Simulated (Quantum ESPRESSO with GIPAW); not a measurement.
# Solid-state NMR of Rb2NaAlF6 by GIPAW, part 2 of 2

Wanted: NMR shieldings for each site of Rb2NaAlF6.

Quantum ESPRESSO with GIPAW; PBEsol.

So far. Step 2 (Self-consistent run): It converged in 11 cycles to an estimated accuracy of 4e-11 Ry, on 4 irreducible k-points.

## 3. Shieldings (continued)

Level of this step: DFT, PBEsol, plane-wave PAW (pslibrary 1.0.0 recipes), scalar-relativistic, GIPAW shieldings (Quantum ESPRESSO with GIPAW).

The f-sum rule is met to 0.0059 of 66.3 (0.009 %). Converged shieldings require that this miss be small, but a small miss does not prove them.

From the symmetric part of each tensor, with principal values σ11 ≤ σ22 ≤ σ33: σ_iso is their mean, the span is σ33 − σ11 and the skew 3(σ_iso − σ22)/span. (gipaw.x prints an anisotropy in another convention.)

```tsv
site	atom no.	atoms in cell	σ_iso (ppm)	span (ppm)	skew
Rb	1	2	3135	0	-
Al	3	1	540.8	0.0	-
Na	4	1	557.5	0.0	-
F	5	6	306.0	11.8	1.00
```

The macroscopic shape term is switched off. For a spherical sample the valence susceptibility of this run would add about 8 ppm to every site, a rough estimate, since the susceptibility converges slowly and lacks part of the PAW terms. Differences within the crystal don't depend on it, but shieldings of different compounds can't be compared to better than a few ppm without it.

Rb, Al and Na sit on cubic site symmetry, where the tensor must be isotropic. An axis of order three or more runs through F, so two principal values coincide and the skew is ±1. In this run the largest span is that of F (site symmetry 4mm), with principal values 302.1, 302.1 and 313.9 ppm. On F the most shielded direction lies along its short bond to Al: a field along the bond can't mix the bonding orbital with those across it, so the paramagnetic term is smallest there.

How the isotropic values are made up (ppm). The core part is that of the free atom's core; bare is the current of the smooth valence states; the last two are what the PAW spheres add to the diamagnetic and the paramagnetic current:

```tsv
site	core	bare	reconstruction, dia	reconstruction, para
Rb	3326.8	108.8	-16.0	-284.5
Al	765.9	-18.0	2.0	-209.1
Na	376.7	125.5	108.2	-52.9
F	305.8	92.1	43.2	-135.1
```

## 4. NMR parameters by site

A shielding is counted from the bare nucleus and a shift from a reference compound, with the opposite sign. A fitted line does better than one reference, as its slope takes up part of the functional's error.

To turn shieldings into shifts, lines fitted to measured solids are used. 19F: δ = (90.6 − σ) / 1.258, zero at CFCl3, fitted to 14 measured values, from BaF2, BaLiF3, CdF2, InF3, K3YF6, KF, LiF, MgF2 and NaF and others, with a scatter of 7.1 ppm r.m.s. (CaF2 and ScF3 fall off this line, as semilocal functionals put their cations' empty d or f shells too low, and are left out), on σ without the shape term. Kinds of site that fitted badly were split off after the misses were seen, so the scatter is that of the points kept.

Covalently bonded atoms count as neighbours within 1.18 times the sum of their radii. Otherwise a cation's neighbours lie within 1.2 times its shortest bond (1.3 for large cations, each anion's radius taken off where they differ), and an anion's are the cations that count it.

```tsv
site	atom no.	atoms in cell	surroundings	bonds (Å)	δ_iso (ppm)
Rb	1	2	RbF12	3.000	-
Al	3	1	AlF6	1.842	-
Na	4	1	NaF6	2.383	-
F	5	6	bound to AlNaRb4	1.84 to 3.00	-171.4
```

Simulated spectrum, 19F MAS at 100 kHz, 11.7 T (468.9 MHz), lines broadened by 2 ppm; rigid lattice, with dipolar and J couplings left out: a single narrow line at -171.4 ppm.

## 5. A run with a fault

For contrast, the same job on a spoilt input.

Input file scf.in:

```
&control
  calculation = 'scf'
  prefix = 'x'
  outdir = './tmp/'
  pseudo_dir = './'
/
&system
  ibrav = 0
  nat = 10
  ntyp = 4
  ecutwfc = 75
  ecutrho = 450
  nbnd = 36
/
&electrons
  conv_thr = 1.0d-10
  mixing_beta = 0.7
  electron_maxstep = 2
/
ATOMIC_SPECIES
  Rb 85.468 Rb.pbesol-spn-kjpaw_psl.1.0.0-gipaw.UPF
  Al 26.982 Al.pbesol-n-kjpaw_psl.1.0.0-gipaw.UPF
  Na 22.990 Na.pbesol-spn-kjpaw_psl.1.0.0-gipaw.UPF
  F 18.998 F.pbesol-n-kjpaw_psl.1.0.0-gipaw.UPF
CELL_PARAMETERS angstrom
  0.00000000 4.22463900 4.22463900
  4.22463900 0.00000000 4.22463900
  4.22463900 4.22463900 0.00000000
ATOMIC_POSITIONS crystal
  Rb 0.25000000 0.25000000 0.25000000
  Rb 0.75000000 0.75000000 0.75000000
  Al -0.00000000 0.00000000 -0.00000000
  Na 0.50000000 0.50000000 0.50000000
  F 0.78204265 0.78204265 0.21795735
  F 0.78204265 0.21795735 0.78204265
  F 0.21795735 0.78204265 0.21795735
  F 0.21795735 0.78204265 0.78204265
  F 0.21795735 0.21795735 0.78204265
  F 0.78204265 0.21795735 0.21795735
K_POINTS automatic
  3 3 3 0 0 0
```

The run is started by

```sh
$ mpirun -np 4 pw.x -nk 4 -in scf.in > scf.out
```

Log:

```text
[banner, memory and clock lines left out]
using ibrav=0 with symmetry is DISCOURAGED, use correct ibrav instead

     bravais-lattice index     =            0
     lattice parameter (alat)  =      11.2902  a.u.
     unit-cell volume          =    1017.6429 (a.u.)^3
     number of atoms/cell      =           10
     number of atomic types    =            4
     number of electrons       =        72.00
     number of Kohn-Sham states=           36
     kinetic-energy cutoff     =      75.0000  Ry
     charge density cutoff     =     450.0000  Ry
     scf convergence threshold =      1.0E-10
     mixing beta               =       0.7000
     number of iterations used =            8  plain     mixing
     Exchange-correlation= SLA-PW-PSX-PSC
                           (   1   4  10   8   0   0   0)
[...]
Rb                9.00    85.46800     Rb( 1.00)
     Al                3.00    26.98200     Al( 1.00)
     Na                9.00    22.99000     Na( 1.00)
     F                 7.00    18.99800     F ( 1.00)

     48 Sym. Ops., with inversion, found
[...]
number of k points=     4
[...]
Dense  grid:   163905 G-vectors     FFT dimensions: (  80,  80,  80)

     Smooth grid:    89193 G-vectors     FFT dimensions: (  64,  64,  64)

     Initial potential from superposition of free atoms

     starting charge      71.9472, renormalised to      72.0000
     Starting wfcs are   49 randomized atomic wfcs

     Self-consistent Calculation

     iteration #  1     ecut=    75.00 Ry     beta= 0.70
     Davidson diagonalization with overlap
     ethr =  1.00E-02,  avg # of iterations =  2.0

     total energy              =    -972.79047731 Ry
     estimated scf accuracy    <       1.03790938 Ry

     iteration #  2     ecut=    75.00 Ry     beta= 0.70
     Davidson diagonalization with overlap
     ethr =  1.44E-03,  avg # of iterations =  3.0

     total energy              =    -973.11792608 Ry
     estimated scf accuracy    <       0.97014763 Ry

     End of self-consistent calculation

     convergence NOT achieved after   2 iterations: stopping

     XML data file, charge density distributed wavefunctions
```

Wall time 7.5 s (4 MPI ranks of Arm Neoverse V1, shared host); peak memory 1.1 GiB.

The SCF did not converge, so no response was computed. The fault: too few SCF iterations. 

## 6. Outcome

* 19F shift: -171.4 ppm
* 27Al shielding without shape term: 540.8 ppm
* 23Na shielding without shape term: 557.5 ppm
* 87Rb shielding without shape term: 3135 ppm

**Reading.** 19F has one site (bound to AlNaRb4), with isotropic shift -171.4 ppm. No sound run at another cutoff or mesh is at hand, so convergence rests on the f-sum rule and on experience with these files. The scalar-relativistic files are used with non-relativistic response operators, which weighs most on the heavy atoms' own shieldings. This build of gipaw.x prints that it is not audited and that its numbers are no references by themselves. It also reports spline_ps as false although the input sets it; why was not traced.

[Banner, clock, file and message-heading lines were taken out of the pw.x and gipaw.x logs.]

[Logs are printed without paths, hosts, clocks, repeated set-up lines and the standing remarks that a program may print on its own settings, such as how far it seeks lower states.]

[Hosts, paths, dates, database ids (printed as entryN), source tags and the programs' standing remarks are cut or masked in the printed files.]

[Where no reference line passes its bar on scatter, no shift is given, so a measured shift of this compound may stand uncompared.]
